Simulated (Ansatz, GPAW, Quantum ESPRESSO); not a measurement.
**TiSi2: valence-band photoemission**

What would valence photoemission of TiSi2 look like, and what sets its shape?

Program: Ansatz 0.2.0, Quantum ESPRESSO 7.5 and GPAW 26.7.0. Level of theory: DFT, LDA, plane-wave PAW, default files, scalar-relativistic, in the first sound run; inputs show where later runs differ. Results are calculated unless marked as measured.

## (1) The starting structure

Symmetry: Cmcm, No. 63, orthorhombic system. Conventional cell: a = 3.530 Å, b = 13.519 Å, c = 3.565 Å, α = 90.00°, β = 90.00°, γ = 90.00°. Nearest to Ti lie 10 Si at 2.58 to 2.81 Å. Nearest to Si lie 4 Si at 2.51 Å and 4 Ti at 2.66 to 2.67 Å. Nearest to Si lie 2 Si at 2.38 Å and 6 Ti at 2.58 to 2.81 Å. Farther neighbours are not listed.

## (2) The base run

First the ground state, then the DOS by atom and shell, which the cross sections turn into spectra. The DOS is taken on a denser mesh than the density.

File input.yaml:

```yaml
crystal:
  lattice:
    - [1.765105025, -6.759281535, 0.0]
    - [1.765105025, 6.759281535, 0.0]
    - [0.0, 0.0, 3.56517397]
  atoms:
    - { symbol: Ti, position: [0.10311808, 0.89688192, 0.25] }
    - { symbol: Ti, position: [0.89688192, 0.10311808, 0.75] }
    - { symbol: Si, position: [0.75031482, 0.24968518, 0.25] }
    - { symbol: Si, position: [0.24968518, 0.75031482, 0.75] }
    - { symbol: Si, position: [0.44174855, 0.55825145, 0.25] }
    - { symbol: Si, position: [0.55825145, 0.44174855, 0.75] }
kpoints:
  mp_grid: { grid: [10, 10, 10] }
  band_path:
    path:
      - [[0.0, 0.0, 0.0], [-0.5, 0.5, 0.0], [-0.267048, 0.732952, 0.0]]
      - [[0.267048, 0.267048, 0.0], [0.0, 0.0, 0.0], [0.0, 0.0, 0.5], [0.267048, 0.267048, 0.5]]
      - [[-0.267048, 0.732952, 0.5], [-0.5, 0.5, 0.5], [-0.5, 0.5, 0.0]]
      - [[0.0, 0.0, 0.0], [0.0, 0.5, 0.0], [0.0, 0.5, 0.5]]
    npoints: 10
scf:
  occupations: { method: fermi_dirac, width: 0.05 }
  n_extra_bands: 16
hamiltonian:
  xc: lda
  pseudopotentials: { kind: paw }
output:
  forces: true
  stress: true
  dos:
    projected: true
    de: 0.05
    e_range: [-30, 12]
    nscf_kmesh: { grid: [16, 16, 16] }
  fatbands: true
```

Launch:

```bash
$ ansatz run input.yaml --threads 4 --pin off --max-ram 8192MiB --backend cpu --events-out ev --progress --plain --runs-dir out
```

Numbers of over 12 decimals in the logs are rounded to 6 here.

The program printed:

```text
scf.n_extra_bands = 16 over 20 filled bands (N_el = 40.0): the run solves 36 bands
Engine: ansatz 0.2.0, x86_64-unknown-linux-gnu
Pseudopotentials: kind: paw
Pseudopotential: Ti, paw, valence charge 12, recommended cutoff 420 eV (normal), Ti.paw.azcp
Pseudopotential: Si, paw, valence charge 4, recommended cutoff 420 eV (normal), Si.paw.azcp
Functional definition: SPW92
  exchange = slater_x
  correlation = pw_c
Crystal: 6 atoms, lattice volume = 85.071 Å³
Basis set: ecut = 420 eV, 1669 PW (Γ)
Bands: 36, of which v1, the nominal top of the filled ones, is band 20 counted from 1 (19 counted from 0)
Symmetry: 8 space group operations
Space group: Cmcm (ITA 63), of the structure as read, at distance tolerance 4.4e-5 Å
k-points: 186 of 1000
Non-local potential: Ti, projectors of the file, l = 0: 3, l = 1: 2, l = 2: 3, l = 3: 1
Non-local potential: Si, projectors of the file, l = 0: 2, l = 1: 2, l = 2: 2
PAW form: soft (Blöchl's): semilocal exchange-correlation on the pseudo side does not see the compensation charge
PAW frozen core: Ti, regenerated for the run's functional, and the local potential with it (the file was generated under x = pbe(κ = 0.804, μ = 0.219515), c = pbe(β = 0.066725))
PAW frozen core: Si, regenerated for the run's functional, and the local potential with it (the file was generated under x = pbe(κ = 0.804, μ = 0.219515), c = pbe(β = 0.066725))
PAW one-centre angular grid: Ti, 590 points (default); XC on 64 Gauss nodes
PAW one-centre angular grid: Si, 110 points (default); XC on 64 Gauss nodes
Initial density: superposition of atomic densities (neutral atoms: chi_scale 0, normalization atom), corrected by the library's trained network
Initial wavefunctions: pseudopotential atomic-orbital guess
Functional: x = slater, c = lda
SCF iter   1: F=—  HF=-7339.232584 eV  |F-HF|=—  |Δ(HF+E_count)|=         —  Δρ=7.62e-3  dr2=8.83e-2  ethr=1.77e-3  ⟨swp⟩=5.0  Hψ=30079  notcnv=0  defer=285
preconditioner: auto → Kerker (q_TF=auto, 2.406 Å⁻¹)  [metal: Δε(μ)=0.004 eV  Ē_g=8.608 eV  σ=0.050 eV  W_gap=0.02  n_scr=18 (ndim 8)  ℏωp=19.7 eV  f_vac=0.000  D(μ)=1.54/eV (n_scr^D=4)]
SCF iter   2: F=—  HF=-7339.223635 eV  |F-HF|=—  |Δ(HF+E_count)|=   8.95e-3  Δρ=4.59e-3  dr2=3.59e-2  ethr=2.21e-4  ⟨swp⟩=1.0  Hψ=8188  notcnv=0  defer=789
SCF iter   3: F=—  HF=-7339.217749 eV  |F-HF|=—  |Δ(HF+E_count)|=   5.89e-3  Δρ=4.22e-4  dr2=3.75e-4  ethr=8.98e-5  ⟨swp⟩=2.0  Hψ=7387  notcnv=0  defer=789
SCF iter   4: F=—  HF=-7339.217693 eV  |F-HF|=—  |Δ(HF+E_count)|=   5.54e-5  Δρ=1.31e-4  dr2=2.18e-5  ethr=9.37e-7  ⟨swp⟩=2.0  Hψ=6646  notcnv=0  defer=789
SCF iter   5: F=—  HF=-7339.217687 eV  |F-HF|=—  |Δ(HF+E_count)|=   6.25e-6  Δρ=2.53e-5  dr2=1.59e-6  ethr=5.45e-8  ⟨swp⟩=2.3  Hψ=7187  notcnv=0  defer=794
SCF iter   6: F=-7339.217687 eV  HF=-7339.217687 eV  |F-HF|=4.61e-8  |Δ(HF+E_count)|=   2.77e-7  Δρ=6.52e-6  dr2=5.55e-8  ethr=2.50e-10  ⟨swp⟩=8.1  Hψ=31723  notcnv=0
SCF 1 converged in 6 iterations: F = -7339.217687 eV  dr2 = 5.55e-8
  greatest PAW one-centre occupation: 0.999 electrons in one spin orbital (limit 2), on the Ti atom at site 1 (counted from 0), in its partial waves of l = 0
NSCF: frozen V_eff on 94 k-points
NSCF: frozen V_eff on 657 k-points
SCF converged after 6 iterations
Free energy (F): -7339.217687 eV
Harris-Foulkes:  -7339.217687 eV  (|F-HF|=4.61e-8)
Internal energy: -7339.205198 eV  (E = F + TS)
E sigma→0 (E₀):  -7339.211442 eV
Entropy (-TS):   -0.012489 eV (-2.081 meV/atom)
Fermi energy:    12.683021 eV
--- Per-component energies (eV) ---
  E_band       = -227.848092
  E_kinetic    = 720.877555
  E_local      = -2083.607570  (includes V_loc(G=0)·N_el)
  E_nonlocal   = 130.940230
  E_hartree    = 901.272745
  E_xc         = -420.504559
  E_vxc        = -442.227883  (∫ρ·V_xc dr)
  E_paw        = -3943.355114  (= ΣΔE_a)
  E_vpaw       = -356.381078  (= ΣTr[D̂ρ^β])
  E_aug_tail   = 0.000236  (compensation charges beyond the density's cutoff)
  E_ewald      = -2645.817945
  E_core_change = 0.989224  (= ΣΔE_core)
  E_smearing   = -0.012489  (= −TS)
  E_closure    = 0.000000  (closes the sum)
  Σ components = -7339.217687   (vs F -7339.217687, Δ=0.00e0)
--- Forces (eV/Å), atoms counted from 1 ---
  atom   1  Ti     0.00000000    -0.04707704     0.00000000
  atom   2  Ti     0.00000000     0.04707704     0.00000000
  atom   3  Si     0.00000000     0.00878995     0.00000000
  atom   4  Si     0.00000000    -0.00878995     0.00000000
  atom   5  Si     0.00000000     0.09905697     0.00000000
  atom   6  Si     0.00000000    -0.09905697     0.00000000
  max |Σ_I F_I| component: 2.78e-17 eV/Å
--- Stress (GPa, compression-positive) ---
       -5.707069       0.000000       0.000000
        0.000000      -5.195660       0.000000
        0.000000       0.000000      -5.286588
  P = ⅓ Tr σ = -5.3964 GPa (-53.964 kbar)
--- Band table (eV; the first three rows and the last of 186) ---
  k-point 0: bands = [... 16 lower, 10.5467, 10.6390, 10.6400, 13.1632, 13.3805, 13.5138, 13.5766, 14.0861, ... 12 higher]
  k-point 1: bands = [... 16 lower, 10.5929, 10.6284, 11.0260, 12.9200, 13.2362, 13.4076, 13.7485, 14.4444, ... 12 higher]
  k-point 2: bands = [... 16 lower, 10.7090, 10.8152, 11.8020, 12.4874, 12.9786, 13.1250, 14.2274, 14.2554, ... 12 higher]
  k-point 185: bands = [... 16 lower, 10.6786, 10.6786, 11.8314, 11.8314, 13.1509, 13.1509, 14.3177, 14.3177, ... 12 higher]
```

Run time: 20 s. Hardware: 4 threads of Intel Xeon at 2.60GHz (Ice Lake), shared host; peak memory 1.1 GiB.

Reading the cycles: dr2 is the Hartree energy of the density residual (eV), the measure of convergence; HF is the Harris–Foulkes estimate of the energy, which meets the free energy F at convergence.

Numbers from this step:

```
free energy                                    : -7339.2177 eV
energy at zero smearing                        : -7339.2114 eV
smearing term TS                               : 0.01249 eV
Fermi energy                                   : 12.68 eV
symmetry operations                            : 8
pressure                                       : -5.396 GPa
zero of energy                                 : Fermi level
share of occupied states in no projected shell : 0.0163 of the occupied states in the window
DOS at the Fermi level                         : 1.356 states/eV/cell
```

Electronic bands along the path, in eV, zero at the Fermi level; # counts the bands kept:

| point | #9 | #10 | #11 | #12 | #13 | #14 | #15 | #16 |
| --- | --- | --- | --- | --- | --- | --- | --- | --- |
| Γ | -2.14 | -2.05 | -2.05 | 0.48 | 0.69 | 0.83 | 0.89 | 1.40 |
| halfway | -2.34 | -1.97 | -1.25 | 0.43 | 0.68 | 0.83 | 0.88 | 0.94 |
| Y | -2.52 | -1.89 | -1.17 | 0.40 | 0.65 | 0.76 | 0.92 | 1.10 |
| halfway | -2.58 | -1.52 | -0.38 | -0.17 | -0.03 | 0.30 | 1.01 | 1.82 |
| C0 | -1.70 | -1.11 | -0.78 | -0.72 | -0.21 | 1.15 | 1.44 | 1.52 |
| jump to Σ0 | -1.70 | -1.11 | -0.78 | -0.72 | -0.21 | 1.15 | 1.44 | 1.52 |
| halfway | -2.30 | -1.59 | -1.27 | -0.64 | 0.67 | 0.76 | 1.09 | 1.14 |
| Γ | -2.14 | -2.05 | -2.05 | 0.48 | 0.69 | 0.83 | 0.89 | 1.40 |
| halfway | -1.88 | -1.81 | -0.49 | -0.37 | 0.24 | 0.36 | 1.38 | 1.78 |
| Z | -1.62 | -1.62 | -0.03 | -0.03 | 0.85 | 0.85 | 1.51 | 1.51 |
| halfway | -2.94 | -2.94 | -1.43 | -1.43 | 0.58 | 0.58 | 1.74 | 1.74 |
| A0 | -3.30 | -3.30 | -2.32 | -2.32 | 1.77 | 1.77 | 1.84 | 1.84 |
| jump to E0 | -3.30 | -3.30 | -2.32 | -2.32 | 1.77 | 1.77 | 1.84 | 1.84 |
| halfway | -3.02 | -3.02 | -2.32 | -2.32 | 1.68 | 1.68 | 1.80 | 1.80 |
| T | -2.01 | -2.01 | -0.85 | -0.85 | 0.46 | 0.46 | 1.63 | 1.63 |
| halfway | -2.05 | -1.74 | -1.01 | -0.30 | 0.51 | 0.69 | 0.96 | 1.40 |
| Y | -2.52 | -1.89 | -1.17 | 0.40 | 0.65 | 0.76 | 0.92 | 1.10 |
| jump to Γ | -2.14 | -2.05 | -2.05 | 0.48 | 0.69 | 0.83 | 0.89 | 1.40 |
| halfway | -2.41 | -1.40 | -1.17 | -0.50 | 0.53 | 0.79 | 0.91 | 1.30 |
| S | -1.64 | -1.43 | -0.67 | -0.55 | -0.54 | 1.18 | 1.48 | 1.62 |
| halfway | -3.51 | -2.68 | -1.73 | -1.66 | 0.83 | 1.16 | 1.65 | 1.86 |
| R | -3.16 | -3.16 | -2.40 | -2.40 | 1.73 | 1.73 | 1.83 | 1.83 |

Of the projections kept (Ti s, Ti d, Si s, Si p, not projected), the largest for each band there; the rest of the weight can lie on other orbitals:

| point | #9 | #10 | #11 | #12 | #13 | #14 | #15 | #16 |
| --- | --- | --- | --- | --- | --- | --- | --- | --- |
| Γ | Ti d 0.71 | Si p 0.57 | Si p 0.39 | Ti d 0.96 | Si s 0.57 | Ti d 0.97 | Ti d 0.90 | Ti d 0.49 |
| Y | Ti d 0.69 | Si p 0.79 | Ti d 0.60 | Ti d 0.95 | Ti d 0.89 | Ti d 0.68 | Ti d 0.98 | Si s 0.53 |
| C0 | Si p 0.51 | Ti d 0.65 | Ti d 0.76 | Ti d 0.65 | Ti d 0.63 | Si s 0.33 | Si p 0.59 | Ti d 0.92 |
| Σ0 | Si p 0.51 | Ti d 0.65 | Ti d 0.76 | Ti d 0.65 | Ti d 0.63 | Si s 0.33 | Si p 0.59 | Ti d 0.92 |
| Γ | Ti d 0.71 | Si p 0.57 | Si p 0.39 | Ti d 0.96 | Si s 0.57 | Ti d 0.97 | Ti d 0.90 | Ti d 0.49 |
| Z | Ti d 0.73 | Ti d 0.73 | Ti d 0.62 | Ti d 0.62 | Si p 0.59 | Si p 0.59 | Si p 0.55 | Si p 0.55 |

The DOS has structure finer than the step of the table below, so its rows give means over 1 eV, whole bins alone (the curve runs from -14.5 to 6.33 eV). Peaks (eV: height): total -2.4: 4.74, 1.6: 8.61, 2.6: 6.41, 3.1: 5.87; Si 3p -3.0: 2.76, 3.2: 1.51, 4.3: 1.72, 5.2: 1.70; Ti 3d -1.6: 2.09, 1.6: 6.41, 2.6: 3.60; Si 3s -10.8: 0.987, -7.7: 0.869, 2.6: 0.897, 3.1: 0.682; Ti 4s 1.6: 0.246, 3.1: 0.446, 3.7: 0.381, 6.1: 0.259.

* holds the states left over by the projection beside any projected weight of its own. The DOS by E, zero at the Fermi level; means over each step; values in states/eV/cell:

| E (eV) | total | Si 3p | Ti 3d | Si 3s | Ti 4s | Ti 4p* |
| --- | --- | --- | --- | --- | --- | --- |
| -13 | 0.152 | 0.0107 | 3.6e-4 | 0.0838 | 0.0565 | 5.3e-4 |
| -12 | 0.634 | 0.118 | 0.00556 | 0.339 | 0.165 | 0.00611 |
| -11 | 1.22 | 0.310 | 0.0364 | 0.691 | 0.163 | 0.0200 |
| -10 | 1.32 | 0.419 | 0.0832 | 0.723 | 0.0775 | 0.0216 |
| -9 | 1.08 | 0.380 | 0.106 | 0.537 | 0.0391 | 0.0138 |
| -8 | 1.40 | 0.507 | 0.155 | 0.660 | 0.0574 | 0.0180 |
| -7 | 1.17 | 0.397 | 0.159 | 0.556 | 0.0437 | 0.0156 |
| -6 | 1.38 | 0.761 | 0.167 | 0.332 | 0.0987 | 0.0178 |
| -5 | 2.04 | 1.28 | 0.286 | 0.306 | 0.139 | 0.0362 |
| -4 | 2.62 | 1.70 | 0.481 | 0.260 | 0.105 | 0.0648 |
| -3 | 3.90 | 2.37 | 1.17 | 0.208 | 0.0543 | 0.110 |
| -2 | 3.97 | 1.72 | 1.97 | 0.133 | 0.0262 | 0.116 |
| -1 | 2.37 | 0.720 | 1.46 | 0.0878 | 0.0125 | 0.0947 |
| 0 | 1.75 | 0.363 | 1.25 | 0.0487 | 0.0106 | 0.0804 |
| 1 | 4.26 | 0.859 | 2.78 | 0.321 | 0.0643 | 0.242 |
| 2 | 5.77 | 0.918 | 3.83 | 0.547 | 0.171 | 0.311 |
| 3 | 5.28 | 1.26 | 2.58 | 0.649 | 0.351 | 0.436 |
| 4 | 4.01 | 1.44 | 1.32 | 0.345 | 0.327 | 0.576 |
| 5 | 3.31 | 1.41 | 0.719 | 0.238 | 0.227 | 0.717 |

This run's widths, added to any smearing of the DOS itself: Gaussian 0.45 eV, Lorentzian 0.05 eV plus 0.03 an eV of depth. Table of intensity by binding energy, zero at the Fermi level; values in % of the maximum within 13 eV:

| binding energy (eV) | 21.2 eV | 60 eV | 900 eV | 1486.7 eV | 9251.7 eV |
| --- | --- | --- | --- | --- | --- |
| -1 | 0.807 | 0.816 | 0.964 | 1.06 | 0.578 |
| 0 | 29.6 | 28.7 | 21.4 | 19.4 | 5.23 |
| 1 | 75.3 | 73.6 | 60.0 | 56.1 | 17.0 |
| 2 | 99.7 | 99.2 | 92.4 | 88.6 | 26.8 |
| 3 | 64.2 | 67.6 | 91.8 | 97.8 | 41.5 |
| 4 | 30.2 | 33.9 | 67.2 | 80.1 | 49.0 |
| 5 | 19.4 | 22.7 | 58.4 | 75.0 | 55.6 |
| 6 | 11.7 | 14.2 | 44.9 | 61.3 | 51.0 |
| 7 | 10.4 | 12.8 | 51.6 | 75.9 | 70.6 |
| 8 | 10.6 | 13.5 | 60.3 | 89.4 | 83.8 |
| 9 | 7.81 | 10.3 | 50.2 | 75.1 | 71.3 |
| 10 | 6.99 | 10.1 | 61.2 | 93.5 | 91.8 |
| 11 | 3.79 | 7.29 | 56.3 | 88.0 | 90.9 |
| 12 | - | 3.29 | 30.2 | 48.2 | 52.6 |
| 13 | - | 1.00 | 9.52 | 15.4 | 17.3 |
| 14 | - | 0.277 | 1.86 | 2.89 | 3.05 |

Maxima picked by a test of local sharpness, so broad peaks and shoulders can be missing; peaks within 0.45 eV of a curve's cut are left out. Valence peaks, by row:

| photon energy (eV) | binding energy (eV) | height (% of the maximum within 13 eV) | main shell | its share (%) |
| --- | --- | --- | --- | --- |
| 21.2 | 7.6 | 11.95 | Ti 3d | 72.38 |
| 21.2 | 2.1 | 100 | Ti 3d | 94.29 |
| 60 | 7.65 | 15.03 | Ti 3d | 54.39 |
| 60 | 2.15 | 100 | Ti 3d | 89.19 |
| 900 | 10.55 | 63.89 | Si 3s | 81.68 |
| 900 | 7.7 | 65.93 | Si 3s | 75.98 |
| 900 | 6.5 | 52.7 | Si 3s | 67.23 |
| 900 | 5.05 | 58.73 | Si 3p | 40.12 |
| 900 | 2.4 | 100 | Ti 3d | 46.99 |
| 1487 | 10.6 | 98.97 | Si 3s | 85.49 |
| 1487 | 7.7 | 97.73 | Si 3s | 83.15 |
| 1487 | 6.55 | 76.29 | Si 3s | 76.56 |
| 1487 | 5.1 | 75.78 | Si 3s | 50.46 |
| 1487 | 2.55 | 100 | Si 3p | 42.64 |
| 9252 | 10.65 | 100 | Si 3s | 87.93 |
| 9252 | 7.7 | 91.64 | Si 3s | 92.48 |
| 9252 | 6.6 | 70.16 | Si 3s | 87.79 |
| 9252 | 5.15 | 56.77 | Si 3s | 70.47 |
| 9252 | 3.95 | 49.04 | Si 3s | 66.99 |

Shapes are the site's partial DOS without matrix elements, which overweights lines from ligand s bands. The intensity by emission energy less the core level's binding energy, zero at the Fermi level; read off at these points; values in % of the unpolarised maximum:

| emission energy less the core level's binding energy (eV) | Ti L-alpha | Si K-beta | Si K-beta, E along x | Si K-beta, E along y | Si K-beta, E along z | Si L2,3 |
| --- | --- | --- | --- | --- | --- | --- |
| -14.00 | 0.217 | 1.15 | 1.07 | 1.03 | 1.33 | 2.32 |
| -13.50 | 0.259 | 1.54 | 1.44 | 1.37 | 1.81 | 4.06 |
| -13.00 | 0.332 | 2.38 | 2.24 | 2.07 | 2.82 | 12.4 |
| -12.50 | 0.477 | 4.15 | 3.97 | 3.51 | 4.97 | 31.9 |
| -12.00 | 0.746 | 6.69 | 6.36 | 5.60 | 8.10 | 43.2 |
| -11.50 | 1.27 | 9.90 | 8.86 | 9.01 | 11.8 | 59.6 |
| -11.00 | 2.27 | 13.7 | 11.3 | 13.3 | 16.3 | 85.8 |
| -10.50 | 3.53 | 16.7 | 13.2 | 15.5 | 21.3 | 98.3 |
| -10.00 | 4.57 | 18.3 | 15.1 | 14.4 | 25.4 | 92.2 |
| -9.50 | 5.19 | 18.5 | 16.1 | 12.3 | 27.1 | 80.8 |
| -9.00 | 6.00 | 18.9 | 17.4 | 11.5 | 27.7 | 71.7 |
| -8.50 | 6.77 | 20.5 | 18.1 | 14.2 | 29.1 | 70.7 |
| -8.00 | 8.37 | 23.2 | 18.8 | 21.0 | 29.9 | 84.9 |
| -7.50 | 9.60 | 23.7 | 18.7 | 23.8 | 28.4 | 93.7 |
| -7.00 | 8.94 | 22.8 | 18.7 | 23.3 | 26.2 | 69.5 |
| -6.50 | 9.93 | 28.2 | 27.1 | 29.6 | 28.1 | 68.8 |
| -6.00 | 10.0 | 36.9 | 37.3 | 35.6 | 37.7 | 40.9 |
| -5.50 | 12.9 | 48.5 | 49.7 | 48.2 | 47.6 | 38.9 |
| -5.00 | 16.8 | 57.6 | 60.1 | 59.5 | 53.3 | 44.4 |
| -4.50 | 19.6 | 62.1 | 65.0 | 62.8 | 58.4 | 33.7 |
| -4.00 | 28.0 | 76.5 | 81.2 | 75.0 | 73.2 | 36.9 |
| -3.50 | 40.2 | 90.6 | 100 | 84.9 | 86.6 | 32.8 |
| -3.00 | 61.8 | 99.8 | 118 | 96.2 | 85.0 | 29.4 |
| -2.88 | 67.8 | 99.6 | 120 | 98.4 | 80.5 | 28.6 |
| -2.50 | 89.4 | 93.1 | 111 | 101 | 67.6 | 23.7 |
| -2.08 | 99.9 | 78.6 | 85.9 | 93.0 | 56.9 | 16.5 |
| -2.00 | 99.9 | 75.2 | 80.3 | 90.3 | 55.0 | 16.1 |
| -1.50 | 97.5 | 55.6 | 52.1 | 73.0 | 41.8 | 20.7 |
| -1.00 | 78.2 | 36.4 | 35.9 | 43.3 | 29.8 | 12.1 |
| -0.50 | 54.1 | 22.2 | 22.9 | 23.2 | 20.3 | 5.08 |
| 0.00 | 32.3 | 12.5 | 11.7 | 12.6 | 12.1 | 3.35 |
| 0.50 | 5.00 | 5.15 | 5.12 | 5.43 | 4.63 | 0.469 |
| 1.00 | 2.42 | 3.19 | 3.27 | 3.42 | 2.80 | 0.380 |

Sums over each group's atoms; left-over states aren't shared out by site. Site centres, by row:

| group | element | shell | occupied states | centre of occupied part (eV) | centre up to the window's top (eV) |
| --- | --- | --- | --- | --- | --- |
| Ti1 | Ti | 4s | 1.041 | -8.005 | -1.374 |
| Ti1 | Ti | 3d | 6.594 | -2.718 | 0.6183 |
| Si3 | Si | 3s | 2.454 | -7.973 | -4.461 |
| Si3 | Si | 3p | 5.424 | -4.538 | -1.304 |
| Si5 | Si | 3s | 2.484 | -8.027 | -4.478 |
| Si5 | Si | 3p | 5.437 | -4.392 | -1.011 |

Shapes are the site's partial DOS without matrix elements, which overweights lines from ligand s bands. Emission peaks, by row:

| line | energy (eV) | height (%) |
| --- | --- | --- |
| Ti L-alpha | -7.55 | 9.658 |
| Ti L-alpha | -2.05 | 100 |
| Ti L-alpha | -1.65 | 100 |
| Ti L-alpha | -0.25 | 52.13 |
| Si K-beta | -7.7 | 24.09 |
| Si K-beta | -2.95 | 100 |
| Si K-beta, E along x | -7.75 | 19.07 |
| Si K-beta, E along x | -2.85 | 120 |
| Si K-beta, E along y | -10.5 | 15.53 |
| Si K-beta, E along y | -7.6 | 23.98 |
| Si K-beta, E along y | -2.45 | 100.9 |
| Si K-beta, E along z | -7.9 | 29.9 |
| Si K-beta, E along z | -3.25 | 89.79 |
| Si L2,3 | -10.65 | 100 |
| Si L2,3 | -7.65 | 98.35 |
| Si L2,3 | -6.6 | 69.98 |
| Si L2,3 | -5.15 | 46.07 |
| Si L2,3 | -3.95 | 37.1 |
| Si L2,3 | -1.5 | 20.98 |
| Si L2,3 | -0.2 | 6.92 |

The spectra weight each projected shell by its atomic cross section (Dirac–Hartree–Slater) and angular factor, for unpolarised light with the analyser at 54.7° from the beam. Broadening, on top of any smearing of the DOS itself: a Gaussian of 0.45 eV and a Lorentzian of 0.05 eV plus 0.03 times the binding energy (full widths), Fermi edge at 300 K. Curves are cut 10 eV under the photon energy, above any shell that the free atom's threshold puts out of reach, or at the lower edge of the window: 11.2 eV at 21.2 eV, 14.5 eV at 60 eV, 14.5 eV at 900 eV, 14.5 eV at 1486.7 eV and 14.5 eV at 9251.7 eV. A star in tables and legends marks shells that hold the states left over by the projection (1.6 % of the filled ones), a stand-in for orbitals that the files don't project on. Dipole terms alone, which is rough above 3 keV; no background, satellites or final-state effects.

Share of each shell in the spectrum's area (%), by photon energy:

| shell | 21.2 eV | 60 eV | 900 eV | 1486.7 eV | 9251.7 eV |
| --- | --- | --- | --- | --- | --- |
| Ti 4s | 0.3 | 0.4 | 3.7 | 5.3 | 11.8 |
| Ti 3d | 88.3 | 77.9 | 22.8 | 13.6 | 1.0 |
| Si 3s | 2.9 | 7.2 | 46.5 | 59.0 | 81.4 |
| Si 3p | 8.3 | 14.4 | 26.3 | 21.5 | 5.4 |

Cross sections used, in Mb an electron:

| shell | 21.2 eV | 60 eV | 900 eV | 1486.7 eV | 9251.7 eV |
| --- | --- | --- | --- | --- | --- |
| Ti 4s | 0.081 | 0.043 | 6.1e-4 | 2.3e-4 | 3.3e-6 |
| Ti 3d | 2.5 | 1.2 | 5.9e-4 | 9.2e-5 | 4.2e-8 |
| Si 3s | 0.13 | 0.15 | 0.0016 | 5.3e-4 | 4.8e-6 |
| Si 3p | 0.15 | 0.13 | 4.1e-4 | 8.8e-5 | 1.4e-7 |

At this lattice the functional leaves a pressure of -5.4 GPa, which narrows the bands against the functional's own equilibrium. At the Fermi level the DOS is 1.36 states/eV a cell, and on the broadened curves Ti 3d holds 73 % of the total there.

[end of part 1 of 7]

[Logs are printed without paths, hosts, clocks, repeated set-up lines and the standing remarks that a program may print on its own settings, such as how far it seeks lower states.]

[Hosts, paths, dates, database ids (printed as entryN), source tags and the programs' standing remarks are cut or masked in the printed files.]

[Maps of the electrostatic potential energy from Ansatz leave out the sawtooth potential of an applied field or a dipole correction, so their vacuum need not be flat; work functions include it.]

[Peak lists hold at most the 14 tallest peaks of each spectrum; further lines can be left out.]
